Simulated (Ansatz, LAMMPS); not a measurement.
# Convergence of a linear-scaling basis for amorphous Cd12Hg24S36 (72 atoms)

Aim: test how closely localised support functions follow the reference on amorphous Cd12Hg24S36 (72 atoms), and at what cost. A setting counts as converged where the r.m.s. difference of forces stays under 1 % of the r.m.s. force.

Calculated with Ansatz 0.2.0; Kohn-Sham DFT, PBE, PAW (set soft_2), plane waves.

## (1) Set-up

The cell holds 72 atoms: 12 Cd, 24 Hg and 36 S. Its edges and angles: a = 12.348 Å, b = 12.348 Å, c = 12.348 Å, α = 90.0°, β = 90.0°, γ = 90.0°. 72 atoms (12 Cd, 24 Hg, 36 S) placed at random at 6.45 g/cm³, melted at 2500 K for 10 ps at fixed volume with the Stillinger-Weber II-VI potential (Zhou et al., Phys. Rev. B 88, 085309 (2013)). Quenched from 2500 K to 100 K at 1000 K/ps and fixed volume, held 5 ps, then minimised at fixed cell.

Limits known from the start: The quench rate of 1000 K/ps is many orders above laboratory rates, so the cell is likely richer in defects and strain than a real sample. The starting topology of bonds comes from the classical model, and needn't be the one that DFT or experiment would give. Sampling is at Γ alone, for a cell whose shortest periodic width is 12 Å. The levels lack spin–orbit coupling, which is large for the heavy elements here.

## (2) Making the structure

A classical potential supplies the starting structure, since it reaches far longer times than DFT.

This step: classical MD, Stillinger-Weber II-VI potential (Zhou et al., Phys. Rev. B 88, 085309 (2013)) (LAMMPS 22 Jul 2025 - Update 4).

in.lmp

```
# melt-quench of Cd12Hg24S36
units metal
atom_style atomic
boundary p p p
region box block 0 12.3485 0 12.3485 0 12.3485
create_box 3 box
mass 1 112.4140   # Cd
mass 2 200.5920   # Hg
mass 3 32.0600   # S
create_atoms 1 random 12 76850 NULL overlap 2.14 maxtry 2000
create_atoms 2 random 24 76857 NULL overlap 2.14 maxtry 2000
create_atoms 3 random 36 76864 NULL overlap 2.14 maxtry 2000
pair_style sw
pair_coeff * * CdTeZnSeHgS0.sw Cd Hg S
neigh_modify delay 0 every 1 check yes
thermo_style custom step time temp pe press density
thermo_modify norm yes
timestep 0.001
thermo 100
min_style cg
minimize 1e-4 1e-4 200 2000
reset_timestep 0
velocity all create 2500 76851 mom yes dist gaussian
fix lim all nve/limit 0.05
fix lan all langevin 2500 2500 0.1 76852 zero yes
thermo 500
run 1000 post no
unfix lim
unfix lan
thermo 1666
fix md all nvt temp 2500 2500 0.1
run 10000 post no
unfix md
thermo 240
fix md all nvt temp 2500 100 0.1
run 2400 post no
unfix md
thermo 2500
fix md all nvt temp 100 100 0.1
run 5000 post no
unfix md
thermo 100
min_style cg
minimize 0 1e-3 2000 20000
write_dump all custom glass.dump id type xs ys zs modify sort id
```

Run with:

```bash
$ lmp -in in.lmp -log none -nocite
```

Numbers of over 12 decimals in the logs are rounded to 6 here.

What it wrote:

```text
LAMMPS (22 Jul 2025 - Update 4)
Created orthogonal box = (0 0 0) to (12.3485 12.3485 12.3485)
Created 12 atoms
Created 24 atoms
Created 36 atoms
   Step          Time           Temp          PotEng         Press         Density
         0   0              0              0.69907958     456512.7       6.4529669
        93   0.093          0             -1.8166809      5891.0252      6.4529669
Loop time of 0.0249706 s on 1 MPI rank(s) for 93 steps with 72 atoms
Minimization stats:
  Stopping criterion = energy tolerance
  Energy initial, next-to-last, final =
     0.699079580339454  -1.81650788488074  -1.81668093626492
  Force two-norm initial, final = 107.98737 0.47438734
  Iterations, force evaluations = 93 157
   Step          Time           Temp          PotEng         Press         Density
         0   0              2500          -1.8166809      18905.885      6.4529669
       500   0.5            2694.9996     -1.4483656      61562.473      6.4529669
      1000   1              2517.4843     -1.4602396      48983.834      6.4529669
Loop time of 0.163762 s on 1 MPI rank(s) for 1000 steps with 72 atoms
   Step          Time           Temp          PotEng         Press         Density
      1000   1              2517.4843     -1.4602395      48983.839      6.4529669
      1666   1.666          2374.7202     -1.4730891      21852.061      6.4529669
      3332   3.332          2518.3668     -1.5097952      53598.578      6.4529669
      4998   4.998          3039.8328     -1.5372354      32519.516      6.4529669
      6664   6.664          2481.8486     -1.4895198      47976.56       6.4529669
      8330   8.33           2543.7486     -1.5184708      42208.159      6.4529669
      9996   9.996          2208.9407     -1.4863834      36785.469      6.4529669
[... 1 line left out ...]
Loop time of 1.6457 s on 1 MPI rank(s) for 10000 steps with 72 atoms
   Step          Time           Temp          PotEng         Press         Density
[... 12 lines left out ...]
Loop time of 0.38618 s on 1 MPI rank(s) for 2400 steps with 72 atoms
   Step          Time           Temp          PotEng         Press         Density
[... 2 lines left out ...]
     17500   17.5           104.40802     -1.9021177     -6473.1239      6.4529669
     18400   18.4           103.29601     -1.9031819     -8697.4796      6.4529669
Loop time of 0.699942 s on 1 MPI rank(s) for 5000 steps with 72 atoms
   Step          Time           Temp          PotEng         Press         Density
     18400   18.4           103.29601     -1.9031819     -8697.4796      6.4529669
     18454   18.454         103.29601     -1.9145406     -11665.381      6.4529669
Loop time of 0.0155423 s on 1 MPI rank(s) for 54 steps with 72 atoms
Minimization stats:
  Stopping criterion = force tolerance
  Energy initial, next-to-last, final =
     -1.90318193741639  -1.91454059990637  -1.91454060072244
  Force two-norm initial, final = 3.2032465 0.00095666853
  Iterations, force evaluations = 54 108
```

It took 3.1 s on 1 thread of Arm Neoverse V1, shared host; peak memory 0.071 GiB.

## (3) Plane-wave single point

The first run fixes the reference, at a cutoff of 420 eV.

input.yaml

```yaml
crystal:
  lattice:
    - [12.3485, 0.0, 0.0]
    - [0.0, 12.3485, 0.0]
    - [0.0, 0.0, 12.3485]
  atoms:
    - { symbol: Cd, position: [0.37391, 0.60422, 0.33647] }
    - { symbol: Cd, position: [0.36654, 0.08559, 0.17841] }
    - { symbol: Cd, position: [0.63692, 0.29133, 0.24135] }
    - { symbol: Cd, position: [0.87785, 0.62371, 0.68343] }
    - { symbol: Cd, position: [0.14914, 0.01738, 0.94969] }
    - { symbol: Cd, position: [0.09954, 0.60853, 0.188] }
    - { symbol: Cd, position: [0.53755, 0.78205, 0.77348] }
    - { symbol: Cd, position: [0.38595, 0.8496, 0.45434] }
    - { symbol: Cd, position: [0.91609, 0.85049, 0.03868] }
    - { symbol: Cd, position: [0.80346, 0.54779, 0.02505] }
    - { symbol: Cd, position: [0.81035, 0.16349, 0.01316] }
    - { symbol: Cd, position: [0.91455, 0.10792, 0.30501] }
    - { symbol: Hg, position: [0.16784, 0.44857, 0.68218] }
    - { symbol: Hg, position: [0.41543, 0.56746, 0.93359] }
    - { symbol: Hg, position: [0.11424, 0.63329, 0.91764] }
    - { symbol: Hg, position: [0.91502, 0.32918, 0.53887] }
    - { symbol: Hg, position: [0.9672, 0.0675, 0.73058] }
    - { symbol: Hg, position: [0.21944, 0.30605, 0.3633] }
    - { symbol: Hg, position: [0.18212, 0.6918, 0.54288] }
    - { symbol: Hg, position: [0.25824, 0.8228, 0.75694] }
    - { symbol: Hg, position: [0.97984, 0.30688, 0.20855] }
    - { symbol: Hg, position: [0.64002, 0.45571, 0.75541] }
    - { symbol: Hg, position: [0.68987, 0.5888, 0.5349] }
    - { symbol: Hg, position: [0.47572, 0.32004, 0.91883] }
    - { symbol: Hg, position: [0.1528, 0.92299, 0.32533] }
    - { symbol: Hg, position: [0.35583, 0.77652, 0.07341] }
    - { symbol: Hg, position: [0.9077, 0.91241, 0.51325] }
    - { symbol: Hg, position: [0.02292, 0.32664, 0.85591] }
    - { symbol: Hg, position: [0.4951, 0.02704, 0.88738] }
    - { symbol: Hg, position: [0.72941, 0.91754, 0.7864] }
    - { symbol: Hg, position: [0.44787, 0.14172, 0.4838] }
    - { symbol: Hg, position: [0.57882, 0.86392, 0.16729] }
    - { symbol: Hg, position: [0.67569, 0.20531, 0.60601] }
    - { symbol: Hg, position: [0.23051, 0.45144, 0.07469] }
    - { symbol: Hg, position: [0.59009, 0.62625, 0.27228] }
    - { symbol: Hg, position: [0.19279, 0.11694, 0.58177] }
    - { symbol: S, position: [0.78716, 0.12961, 0.80945] }
    - { symbol: S, position: [0.37206, 0.56342, 0.54684] }
    - { symbol: S, position: [0.11647, 0.27817, 0.04716] }
    - { symbol: S, position: [0.57943, 0.01954, 0.65327] }
    - { symbol: S, position: [0.47452, 0.25393, 0.11902] }
    - { symbol: S, position: [0.70526, 0.09909, 0.30007] }
    - { symbol: S, position: [0.33967, 0.97221, 0.01418] }
    - { symbol: S, position: [0.47808, 0.98707, 0.32491] }
    - { symbol: S, position: [0.17924, 0.1312, 0.24599] }
    - { symbol: S, position: [0.98615, 0.12343, 0.51575] }
    - { symbol: S, position: [0.06156, 0.83471, 0.87679] }
    - { symbol: S, position: [0.51897, 0.35394, 0.60652] }
    - { symbol: S, position: [0.01752, 0.76571, 0.40614] }
    - { symbol: S, position: [0.16027, 0.16265, 0.79802] }
    - { symbol: S, position: [0.27768, 0.31095, 0.56681] }
    - { symbol: S, position: [0.4043, 0.18713, 0.76918] }
    - { symbol: S, position: [0.82971, 0.4458, 0.37603] }
    - { symbol: S, position: [0.77837, 0.69421, 0.35929] }
    - { symbol: S, position: [0.90858, 0.6816, 0.1556] }
    - { symbol: S, position: [0.97324, 0.05185, 0.09529] }
    - { symbol: S, position: [0.93818, 0.53218, 0.86792] }
    - { symbol: S, position: [0.27843, 0.60915, 0.77865] }
    - { symbol: S, position: [0.57992, 0.43446, 0.38568] }
    - { symbol: S, position: [0.02517, 0.54021, 0.5559] }
    - { symbol: S, position: [0.63328, 0.06048, 0.05827] }
    - { symbol: S, position: [0.24594, 0.74336, 0.24636] }
    - { symbol: S, position: [0.54156, 0.74129, 0.56999] }
    - { symbol: S, position: [0.33813, 0.96575, 0.62113] }
    - { symbol: S, position: [0.34737, 0.41662, 0.246] }
    - { symbol: S, position: [0.82316, 0.35209, 0.72574] }
    - { symbol: S, position: [0.71746, 0.83798, 0.98111] }
    - { symbol: S, position: [0.6212, 0.61784, 0.90083] }
    - { symbol: S, position: [0.6995, 0.90757, 0.46389] }
    - { symbol: S, position: [0.79666, 0.35712, 0.12361] }
    - { symbol: S, position: [0.89895, 0.83099, 0.70445] }
    - { symbol: S, position: [0.07361, 0.45769, 0.3268] }
kpoints:
  mp_grid: { grid: [1, 1, 1] }
hamiltonian:
  xc: pbe
scf:
  occupations: { method: gaussian, width: 0.025 }
output:
  forces: true
  stress: true
  populations: intrinsic
  dos:
    method: { smearing: { sigma: 0.15 } }
    de: 0.1
    projected: { site_lists: { Cd: [Cd], Hg: [Hg], S: [S] } }
  eigenvalues: true
  write_density: true
  write_potential: true
  volumetric_format: npy
```

Run with:

```bash
$ ansatz run input.yaml --threads 8 --pin off --max-ram 15872MiB --backend cpu --events-out ev --progress --plain --runs-dir out
```

What it wrote:

```text
Engine: ansatz 0.2.0, aarch64-unknown-linux-gnu
Pseudopotentials: kind: paw
Pseudopotential: Cd, paw, valence charge 20, recommended cutoff 420 eV (normal), Cd.paw.azcp
Pseudopotential: Hg, paw, valence charge 20, recommended cutoff 420 eV (normal), Hg.paw.azcp
Pseudopotential: S, paw, valence charge 6, recommended cutoff 420 eV (normal), S.paw.azcp
[... 5 lines on functional and potentials left out ...]
Crystal: 72 atoms, lattice volume = 1882.967 Å³
Basis set: ecut = 420 eV, 36785 PW (Γ), exchange–correlation on 180×180×180 points (8 copies of the dense FFT grid, shifted against one another)
Bands: 562, of which v1, the nominal top of the filled ones, is band 468 counted from 1 (467 counted from 0)
Symmetry: 1 space group operations
Space group: P1 (ITA 1), of the structure as read, at distance tolerance 1.2e-4 Å
k-points: 1
[... 7 lines on functional and potentials left out ...]
Initial density: superposition of atomic densities (neutral atoms: chi_scale 0, normalization atom), corrected by the library's trained network
Initial wavefunctions: pseudopotential atomic-orbital guess
Functional: x = pbe(κ = 0.804, μ = 0.219515), c = pbe(β = 0.066725)
SCF iter   1: F=—  HF=-463040.900962 eV  |F-HF|=—  |Δ(HF+E_count)|=         —  Δρ=4.74e-3  dr2=1.06e0  ethr=1.77e-3  ⟨swp⟩=6.0  Hψ=1991  notcnv=0  defer=14
preconditioner: auto → Resta (q_TF=auto, 2.428 Å⁻¹)  ε∞=6.0  [insulator: Δε(μ)=0.095 eV  Ē_g=9.749 eV  σ=0.025 eV  W_gap=0.99  n_scr=460 (ndim 8)  ℏωp=21.8 eV  f_vac=0.079  D(μ)=2.44/eV (n_scr^D=0)  ε∞_Penn≈6.0]
SCF iter   2: F=—  HF=-463040.832294 eV  |F-HF|=—  |Δ(HF+E_count)|=   6.87e-2  Δρ=4.12e-3  dr2=1.24e0  ethr=1.13e-4  ⟨swp⟩=3.0  Hψ=655  notcnv=0  defer=85
preconditioner: auto → LDOS  [metal: Δε(μ)=0.011 eV  Ē_g=9.747 eV  σ=0.025 eV  W_gap=0.24  n_scr=460 (ndim 8)  ℏωp=21.8 eV  f_vac=0.079  D(μ)=86.16/eV (n_scr^D=738)  β→1.0]
SCF iter   3: F=—  HF=-463040.784050 eV  |F-HF|=—  |Δ(HF+E_count)|=   4.82e-2  Δρ=1.51e-3  dr2=1.08e-1  ethr=1.13e-4  ⟨swp⟩=2.0  Hψ=556  notcnv=0  defer=85
SCF iter   4: F=—  HF=-463040.772838 eV  |F-HF|=—  |Δ(HF+E_count)|=   1.12e-2  Δρ=4.87e-4  dr2=9.82e-3  ethr=1.15e-5  ⟨swp⟩=3.0  Hψ=772  notcnv=0  defer=85
SCF iter   5: F=—  HF=-463040.771445 eV  |F-HF|=—  |Δ(HF+E_count)|=   1.39e-3  Δρ=1.99e-4  dr2=1.78e-3  ethr=1.05e-6  ⟨swp⟩=2.0  Hψ=906  notcnv=0  defer=85
SCF iter   6: F=—  HF=-463040.771080 eV  |F-HF|=—  |Δ(HF+E_count)|=   3.65e-4  Δρ=8.09e-5  dr2=3.20e-4  ethr=1.90e-7  ⟨swp⟩=2.0  Hψ=906  notcnv=0  defer=85
SCF iter   7: F=—  HF=-463040.771144 eV  |F-HF|=—  |Δ(HF+E_count)|=   6.41e-5  Δρ=3.91e-5  dr2=9.18e-5  ethr=3.42e-8  ⟨swp⟩=2.0  Hψ=762  notcnv=0  defer=85
SCF iter   8: F=—  HF=-463040.777483 eV  |F-HF|=—  |Δ(HF+E_count)|=   6.34e-3  Δρ=1.69e-5  dr2=1.71e-5  ethr=9.80e-9  ⟨swp⟩=3.0  Hψ=850  notcnv=0  defer=85
SCF iter   9: F=—  HF=-463040.777481 eV  |F-HF|=—  |Δ(HF+E_count)|=   1.78e-6  Δρ=8.16e-6  dr2=3.44e-6  ethr=1.83e-9  ⟨swp⟩=2.0  Hψ=764  notcnv=0  defer=85
SCF iter  10: F=—  HF=-463040.777481 eV  |F-HF|=—  |Δ(HF+E_count)|=   3.54e-7  Δρ=4.31e-6  dr2=9.27e-7  ethr=3.68e-10  ⟨swp⟩=2.0  Hψ=749  notcnv=0  defer=85
SCF iter  11: F=—  HF=-463040.777481 eV  |F-HF|=—  |Δ(HF+E_count)|=   8.04e-8  Δρ=2.32e-6  dr2=2.73e-7  ethr=9.91e-11  ⟨swp⟩=2.0  Hψ=765  notcnv=0  defer=85
SCF iter  12: F=-463040.777481 eV  HF=-463040.777481 eV  |F-HF|=7.61e-8  |Δ(HF+E_count)|=   2.49e-8  Δρ=1.34e-6  dr2=9.01e-8  ethr=1.07e-11  ⟨swp⟩=14.0  Hψ=4054  notcnv=0
SCF 1 converged in 12 iterations: F = -463040.777481 eV  dr2 = 9.01e-8
  greatest PAW one-centre occupation: 1.000 electrons in one spin orbital (limit 2), on the Hg atom at site 29 (counted from 0), in its partial waves of l = 0
SCF converged after 12 iterations
Free energy (F): -463040.777481 eV
Harris-Foulkes:  -463040.777481 eV  (|F-HF|=7.61e-8)
Internal energy: -463040.763311 eV  (E = F + TS)
E sigma→0 (E₀):  -463040.770396 eV
Entropy (-TS):   -0.014170 eV (-0.197 meV/atom)
Fermi energy:    7.620732 eV
--- Per-component energies (eV) ---
  E_band       = -18409.834984
  E_kinetic    = 24262.466520
  E_local      = -136163.807256  (includes V_loc(G=0)·N_el)
  E_nonlocal   = 3199.166073
  E_hartree    = 59776.330689
  E_xc         = -10835.400292
  E_vxc        = -12005.269817  (∫ρ·V_xc dr)
  E_paw        = -309277.906589  (= ΣΔE_a)
  E_vpaw       = -17255.069756  (= ΣTr[D̂ρ^β])
  E_aug_tail   = 0.022536  (compensation charges beyond the density's cutoff)
  E_ewald      = -94001.634992
  E_smearing   = -0.014170  (= −TS)
  E_closure    = 0.000000  (closes the sum)
  Σ components = -463040.777481   (vs F -463040.777481, Δ=0.00e0)
--- Forces (eV/Å), atoms counted from 1 ---
  atom   1  Cd    -0.28134497    -0.55833550     0.47418719
  atom   2  Cd     0.22712551     0.25658811     0.38843855
  atom   3  Cd     0.21041947    -0.12463152     0.39050509
  atom   4  Cd     0.29359526    -0.17424046    -0.14621243
  atom   5  Cd    -0.41053473     0.13375575     0.16167885
  atom   6  Cd    -0.61280752     0.29941208    -0.02040285
  atom   7  Cd     0.16695273    -0.28229090    -0.13976513
  atom   8  Cd     0.41159370     0.08385717     0.17736638
  atom   9  Cd     0.08535795     0.32012641     0.17565666
  atom  10  Cd     0.25756649     0.15165171     0.29018327
  atom  11  Cd     0.12491385     0.05329437     0.09318454
  atom  12  Cd    -0.56655816    -0.46010574    -0.07317871
  atom  13  Hg    -0.00133351     0.11770406    -0.60802610
  atom  14  Hg    -0.03581595    -0.30161991     0.71340534
[...]
atom  71  S     -0.26617741    -0.06431978     0.04053385
  atom  72  S     -0.77990117    -0.32191693    -0.09916413
  max |Σ_I F_I| component: 4.55e-5 eV/Å
--- Stress (GPa, compression-positive) ---
       -1.320296       0.645141      -0.065741
        0.645141      -2.783587      -0.000599
       -0.065741      -0.000599      -0.979121
  P = ⅓ Tr σ = -1.6943 GPa (-16.943 kbar)
--- Band table (eV) ---
  k-point 0: bands = ["-107.1977", "-107.0626", "-106.9905", "-106.9876", [... 546 levels ...], "13.5516", "13.5916", "13.6303", "13.6675", "13.7465", "13.7774", "13.8101", "13.9006", "13.9425", "14.0029", "14.0928", "14.1047"]
--- intrinsic populations: 72 sites ---
  site symbol       q [e]
     0     Cd     18.9309
     1     Cd     18.7725
     2     Cd     18.7731
[...]
71      S      6.8849
  spilling = 0.000000 (of n_electrons = 936.000000)
```

It took 30 s on 8 threads of Arm Neoverse V1, shared host; peak memory 3 GiB; 3.7 min of CPU time.

In the SCF lines HF is the Harris–Foulkes energy and dr2 the Hartree energy of the density residual, in eV; the loop may stop once dr2 is under the threshold and the program's other checks hold. Hψ counts applications of the Hamiltonian.

The run gave:

```
free energy                             : -463040.7775 eV
free energy per atom                    : -6431.1219 eV/atom
SCF cycles                              : 12
pressure                                : -1.694 GPa
r.m.s. force component                  : 0.3997 eV/Å
longest force                           : 1.548 eV/Å
Fermi energy                            : 7.621 eV
levels partly filled by over 2 per cent : 2
```

The r.m.s. force component of 0.40 eV/Å sets the scale for the differences below.

## (4) Support functions low

With localised support functions most steps grow linearly with size, though the diagonalisation grows faster unless the density matrix is cut; this run measures error and cost at this size.

This step: Kohn-Sham DFT, PBE, PAW (set soft_2), localised support functions (low) (Ansatz 0.2.0).

input.yaml, the sections that differ from step 3:

```yaml
scf:
  occupations: { method: gaussian, width: 0.025 }
  eigensolver: { kind: { support_functions: { accuracy: low } } }
  max_iter: 150
output:
  forces: true
  eigenvalues: true
# crystal, kpoints, hamiltonian: as in step 3
```

What it wrote:

```text
Warning: scf.eigensolver.kind.support_functions: disabling space-group detection — the functions' gradient is summed over unrotated k-points, so no spatial operation reduces the k-mesh or symmetrises the density; time reversal is kept, so that k and −k are solved as one point where they differ and the mesh holds both, and exact exchange and, on two spinor components, a DFT+U term hold to it where the run has them: [...]
settings of this run that can trade accuracy for cost: scf.eigensolver.kind.support_functions; scf.eigensolver.kind.support_functions.accuracy: low [...]
[...]
Crystal: 72 atoms, lattice volume = 1882.967 Å³
Basis set: ecut = 420 eV, 36785 PW (Γ), exchange–correlation on 180×180×180 points (8 copies of the dense FFT grid, shifted against one another)
Bands: 562, of which v1, the nominal top of the filled ones, is band 468 counted from 1 (467 counted from 0)
Symmetry: 1 space group operations
k-points: 1
[...]
SCF iter   1: F=—  HF=-463025.166361 eV  |F-HF|=—  |Δ(HF+E_count)|=         —  Δρ=4.23e-2  dr2=1.33e2  ethr=1.00e-1
[...]
SCF iter  15: F=—  HF=-463040.836448 eV  |F-HF|=—  |Δ(HF+E_count)|=   1.97e-3  Δρ=2.71e-5  dr2=5.21e-5  ethr=1.18e-8  κ⁻¹=7.1e-4(r=7)
SCF iter  16: F=-463040.838117 eV  HF=-463040.838121 eV  |F-HF|=4.56e-6  |Δ(HF+E_count)|=   1.67e-3  Δρ=1.40e-5  dr2=1.27e-5  ethr=5.56e-9
SCF 1 converged in 16 iterations: F = -463040.869907 eV  dr2 = 1.27e-5
[...]
SCF converged after 16 iterations
Stability not checked: this state was not tested for a lower state beside it, because the mixer in use, unlike msr1, does not test its closes by its own steps (another_mixer; see scf.mixing.algorithm and scf.lower_state_search)
Free energy (F): -463040.869907 eV
[...]
Internal energy: -463040.855891 eV  (E = F + TS)
E sigma→0 (E₀):  -463040.862899 eV
Entropy (-TS):   -0.014016 eV (-0.195 meV/atom)
Fermi energy:    7.620936 eV
[...]
Σ components = -463040.869907   (vs F -463040.869907, Δ=0.00e0)
--- Forces (eV/Å), atoms counted from 1 ---
  atom   1  Cd    -0.28167074    -0.55857077     0.47387347
  atom   2  Cd     0.22716186     0.25661473     0.38822272
  atom   3  Cd     0.21068625    -0.12499290     0.38965752
  atom   4  Cd     0.29427131    -0.17365320    -0.14557956
[...]
atom  72  S     -0.78014349    -0.32237972    -0.09912369
  max |Σ_I F_I| component: 2.65e-3 eV/Å
--- Band table (eV) ---
[...]
```

It took 98 s on 8 threads; peak memory 4.2 GiB.

The program notes that the band table was not solved further than the SCF left it and it switched symmetry off.

Keys that differ from the reference: support_functions.accuracy = "low" and scf.max_iter = 150.

Forces differ from the reference by 0.44 meV/Å r.m.s., 0.11 % of their size, well within a tolerance of 1 %; the energy by -1.3 meV/atom. It took 98 s and 16 cycles; the reference's time can't be set against it, since the two runs asked for unlike analyses.

(Part 1 of 2 ends here.)

[Logs are printed without paths, hosts, clocks, repeated set-up lines and the standing remarks that a program may print on its own settings, such as how far it seeks lower states.]

[Hosts, paths, dates, database ids (printed as entryN), source tags and the programs' standing remarks are cut or masked in the printed files.]
